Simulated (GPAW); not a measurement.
# The O K excitation threshold of BaTiO3 (Pm-3m) under uniform strain

For each volume the threshold was computed as E(hole) − E(ground) plus the lowest empty eigenvalue of the hole cell (GPAW, LDA, 10-atom cell, total energies on 5×5×5 k points, the eigenvalue on 6×6×6, hole spin-paired). The values are raw, 9 eV above the value with the free atom's term for the hole's spin taken off; only their change is used. The threshold is the spectrum's zero, where absorption may be weak, not the visible edge.

| volume | ln(V/V₀) | threshold (eV) |
| --- | --- | --- |
| V × 0.94 | -0.06188 | 533.138 |
| V × 0.97 | -0.03046 | ? |
| V × 1 | +0.00000 | 533.024 |
| V × 1.09 | +0.08618 | 532.842 |

**Question.** Fit a straight line in ln(V/V₀), give its slope, and predict the threshold at V × 0.97.

The means of the given rows are x̄ = +0.00810 and Ē = 533.001 eV. Σ(x − x̄)(E − Ē) = -0.02219 and Σ(x − x̄)² = 0.01106, so the slope is -2.01 eV, and the line passes the given rows within 0.006 eV. At x = -0.03046 it gives 533.001 + (-2.01) × (-0.03856) = 533.079 eV. The run gives 533.083 eV, a miss of -0.004 eV over a total move of -0.296 eV. The slope is the clamped-ion volume deformation potential of the lowest empty level of the hole cell on this mesh (the hole may pull it below the band edge) against the O 1s level, with the hole's relaxation included: the threshold falls by 0.020 eV for 1 % of expansion. The charged cell's image error also scales with the cell's size and isn't taken out.

[Hosts, paths, dates, database ids (printed as entryN), source tags and the programs' standing remarks are cut or masked in the printed files.]

[Lists of maxima count a maximum above −3 eV only where it reaches 4 % of the highest in the window and stands out from its surroundings by 2 % of it (1.5 % where it reaches 55 %); shoulders and weaker maxima are passed over, and of the rest the first, up to two pre-edge ones and the few strongest are named.]
